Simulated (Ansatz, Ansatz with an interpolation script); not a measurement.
# Settings in Wannier-interpolated G0W0: WSe2 (P6_3/mmc), part 2 of 2

Wanted: errors and cost of interpolated bands of WSe2 (P6_3/mmc) under coarser or faulty settings.

Ansatz 0.2.0; maximally localised Wannier functions, LDA, plane waves, PAW; PAW set soft_1. Known limits of the many-body steps: not at the basis limit; no spin-orbit coupling; coarse k mesh.

So far. Step 3 (Wannier model on 6×6×2): Near the gap the model misses directly solved bands by 13.3 meV r.m.s. and by 84 meV at most in the window tested. This tests the starting bands, not the corrections carried with them. Step 5 (G0W0: 6×6×2 mesh, 409 empty bands, screening to 130 eV …): The G0W0 gap on the mesh is 1.236 eV.

The database entry behind the starting cell differs from later determinations by our own check (a about 0.2 % long), so it need not match the best structure at ambient conditions.

### Step 6. G0W0: 3×3×1 mesh, 409 empty bands, screening to 130 eV, PAW set soft_1 files

Level of this step: G0W0 on LDA, plane waves, PAW; PAW set soft_1 (Ansatz).

input.yaml

```yaml
crystal:
  lattice:
    - [3.29, 0.0, 0.0]
    - [-1.645, 2.84922358, 0.0]
    - [0.0, 0.0, 12.97]
  atoms:
    - { symbol: W, position: [0.33333333, 0.66666667, 0.25] }
    - { symbol: W, position: [0.66666667, 0.33333333, 0.75] }
    - { symbol: Se, position: [0.33333333, 0.66666667, 0.621] }
    - { symbol: Se, position: [0.66666667, 0.33333333, 0.121] }
    - { symbol: Se, position: [0.33333333, 0.66666667, 0.879] }
    - { symbol: Se, position: [0.66666667, 0.33333333, 0.379] }
kpoints:
  mp_grid: { grid: [3, 3, 1] }
hamiltonian:
  xc: lda
  pseudopotentials: { kind: paw, azcp: { folder: soft_1 }, xc_functional: pbe }
scf:
  occupations: { method: fixed }
gw:
  n_empty_bands: 409
  ecut_chi: 130.0
  qp_bands: [v14, c6]
  screening: { model: contour_deformation }
```

Started as:

```
ansatz run input.yaml --threads 3 --pin off --max-ram 92160MiB --backend cuda --events-out ev --progress --plain --runs-dir out --devices 1 --max-vram 13GiB
```

Numbers of over 12 decimals in the logs are rounded to 6 here.

Log:

```text
GPUs: using 1 of 1 available (devices: 1).
[...]
GPU FFT provider: cuFFT
GPU libraries: cuBLAS 13.8.2, cuFFT 12.4.0, cuSOLVER 12.3.4
Crystal: 6 atoms, lattice volume = 121.580 Å³
Basis set: ecut = 420 eV, 2419 PW (Γ)
Bands: 56, of which v1, the nominal top of the filled ones, is band 46 counted from 1 (45 counted from 0)
Symmetry: 24 space group operations
[...]
k-points: 3 of 9
[...]
0    40     10.7267   -20.3838     1.5692   -18.7484  0.7401    10.6604    10.6605  root
[...]
2    49     14.0906   -11.5816    -4.2811   -16.2542  0.7581    14.4860    14.4821  root
     2    50     15.3596   -13.5845    -4.8536   -18.9324  0.7310    15.8633    15.8539  root
     2    51     15.3631   -14.1679    -4.9322   -19.5187  0.7063    15.7892    15.7818  root
     2    52     15.3631   -14.1679    -4.9322   -19.5187  0.7063    15.7892    15.7818  root
[key lines of the parts left out:]
SCF converged after 9 iterations
Free energy (F): -41797.917466 eV
Fermi energy:    12.253963 eV
```

Elapsed: 12 s, on 1 × NVIDIA H100 80GB HBM3 (shared by 6 runs) with 3 threads of AMD EPYC 7R13 (Zen 3), shared host; peak memory 1.2 GiB; 7.8 s of CPU time.

The G0W0 gap on the mesh is 1.772 eV.

### Step 7. G0W0: 6×6×2 mesh, 190 empty bands, screening to 78 eV, PAW set soft_1 files

input.yaml: that of step 6 with these lines changed.

```diff
@@ -13,3 +13,3 @@
 kpoints:
-  mp_grid: { grid: [3, 3, 1] }
+  mp_grid: { grid: [6, 6, 2] }
 hamiltonian:
@@ -20,4 +20,4 @@
 gw:
-  n_empty_bands: 409
-  ecut_chi: 130.0
+  n_empty_bands: 190
+  ecut_chi: 78
   qp_bands: [v14, c6]
```

Log:

```text
GPUs: using 1 of 1 available (devices: 1).
[...]
GPU FFT provider: cuFFT
GPU libraries: cuBLAS 13.8.2, cuFFT 12.4.0, cuSOLVER 12.3.4
Crystal: 6 atoms, lattice volume = 121.580 Å³
Basis set: ecut = 420 eV, 2419 PW (Γ)
Bands: 56, of which v1, the nominal top of the filled ones, is band 46 counted from 1 (45 counted from 0)
Symmetry: 24 space group operations
[...]
k-points: 14 of 72
[...]
0    40     10.6866   -20.0400     1.4877   -18.7984  0.7560    10.9318    10.9327  root
[...]
13    49     14.6161   -12.4704    -4.1544   -17.2940  0.7622    15.2952    15.2852  root
    13    50     14.6161   -12.4704    -4.1544   -17.2940  0.7622    15.2952    15.2852  root
    13    51     15.4045   -14.8415    -4.7688   -20.2971  0.7126    16.1091    16.0913  root
    13    52     15.4045   -14.8415    -4.7688   -20.2971  0.7126    16.1091    16.0913  root
[key lines of the parts left out:]
SCF converged after 9 iterations
Free energy (F): -41798.028324 eV
Fermi energy:    12.239140 eV
```

The job ended after 34 s (1 × NVIDIA H100 80GB HBM3 (shared by 6 runs) with 3 threads; peak memory 1.3 GiB).

The G0W0 gap on the mesh is 1.182 eV.

### Step 8. G0W0: 6×6×2 mesh, 409 empty bands, screening to 130 eV, plasmon pole, PAW set soft_1 files

input.yaml: that of step 7 with these lines changed.

```diff
@@ -20,5 +20,5 @@
 gw:
-  n_empty_bands: 190
-  ecut_chi: 78
+  n_empty_bands: 409
+  ecut_chi: 130.0
   qp_bands: [v14, c6]
-  screening: { model: contour_deformation }
+  screening: { model: godby_needs }
```

Log:

```text
GPUs: using 1 of 1 available (devices: 1).
[...]
GPU FFT provider: cuFFT
GPU libraries: cuBLAS 13.8.2, cuFFT 12.4.0, cuSOLVER 12.3.4
Crystal: 6 atoms, lattice volume = 121.580 Å³
Basis set: ecut = 420 eV, 2419 PW (Γ)
Bands: 56, of which v1, the nominal top of the filled ones, is band 46 counted from 1 (45 counted from 0)
Symmetry: 24 space group operations
[...]
k-points: 14 of 72
[...]
0    40     10.6866   -20.0400     1.1852   -18.7984  0.7949    10.6302    10.6302  root
[...]
13    49     14.6161   -12.4704    -4.3434   -17.2940  0.8036    15.0974    15.0962  root
    13    50     14.6161   -12.4704    -4.3434   -17.2940  0.8036    15.0974    15.0962  root
    13    51     15.4045   -14.8415    -4.8857   -20.2971  0.7860    15.9757    15.9744  root
    13    52     15.4045   -14.8415    -4.8857   -20.2971  0.7860    15.9757    15.9744  root
[key lines of the parts left out:]
SCF converged after 9 iterations
Free energy (F): -41798.028324 eV
Fermi energy:    12.239140 eV
```

The job ended after 2.1 min (1 × NVIDIA H100 80GB HBM3 (shared by 6 runs) with 3 threads; peak memory 3.4 GiB; 4.7 min of CPU time).

The G0W0 gap on the mesh is 1.253 eV.

### Step 9. Interpolated results

Times are wall times on 1 × NVIDIA H100 80GB HBM3 (shared by 6 runs) with 3 threads of AMD EPYC 7R13 (Zen 3), shared host, good to a factor of about two.

| GW mesh | empty bands | cutoff (eV) | frequency | gap on mesh (eV) | gap over zone (eV) | direct gap (eV) | valence width (eV) | GW time |
| --- | --- | --- | --- | --- | --- | --- | --- | --- |
| 6×6×2 | 409 | 130 | contour deformation | 1.236 | 1.215 | 1.931 | 7.350 | 53 s |
| 3×3×1 | 409 | 130 | contour deformation | 1.772 | 1.195 | 1.969 | 7.353 | 12 s |
| 6×6×2 | 190 | 78 | contour deformation | 1.182 | 1.159 | 1.925 | 7.444 | 34 s |
| 6×6×2 | 409 | 130 | plasmon pole | 1.253 | 1.231 | 2.009 | 7.657 | 2.1 min |

### Step 10. What came out

```yaml
6x6x2_mesh_409_empty_bands_screening_to_130_ev_paw_set_soft_1_files: 1.22 eV
3x3x1_mesh_409_empty_bands_screening_to_130_ev_paw_set_soft_1_files: 1.20 eV
6x6x2_mesh_190_empty_bands_screening_to_78_ev_paw_set_soft_1_files: 1.16 eV
6x6x2_mesh_409_empty_bands_screening_to_130_ev_plasmon_pole_paw_set_soft_1_files: 1.23 eV
```

The largest change, −0.06 eV in the gap over the zone, comes with 6×6×2 mesh, 190 empty bands, screening to 78 eV, PAW set soft_1 files. The first run is a reference, not a converged one, and where a row moves several settings no single cause can be named. Rows on another GW mesh add that mesh's corrections to the bands of the one model. Coarser Wannier mesh (6×6×2): the miss near the gap goes from 1 (the model on 12×12×4) to 13 meV and the total spread from 49.7 to 45.9 Å². Nothing frozen (6×6×2): the miss near the gap goes from 13 (the model on 6×6×2) to 27 meV and the total spread from 45.9 to 44.4 Å². With 3×3×1 mesh, 409 empty bands, screening to 130 eV, PAW set soft_1 files the gap over the zone moves by −0.02 eV and that on the mesh by +0.54 eV. With 6×6×2 mesh, 190 empty bands, screening to 78 eV, PAW set soft_1 files the gap over the zone moves by −0.06 eV and that on the mesh by −0.05 eV. With 6×6×2 mesh, 409 empty bands, screening to 130 eV, plasmon pole, PAW set soft_1 files the gap over the zone moves by +0.02 eV and that on the mesh by +0.02 eV. Gaps over the zone and on the mesh differ where an edge lies off the mesh, or where a GW run starts from another density: the starting gap over the zone is 0.899 eV, on the GW meshes it is 0.922 eV and 1.360 eV. The 6×6×2 mesh is coarse for this cell (its supercell is 20 Å along the shortest edge). The RPA ε∞ on it, from the LDA start, is 7.49 and 15.67; such meshes misread the long-range screening, most where the gap is narrow. The many-body steps are scalar-relativistic: spin-orbit coupling is not in them.

[Paths, hosts, dates, memory and timing lines, banners, echoed tables and standing remarks are left out of the program output.]

[Logs are printed without paths, hosts, clocks, repeated set-up lines and the standing remarks that a program may print on its own settings, such as how far it seeks lower states.]

[Runs of the session that timed out or met a known fault of the program may be left out.]

[Hosts, paths, dates, database ids (printed as entryN), source tags and the programs' standing remarks are cut or masked in the printed files.]
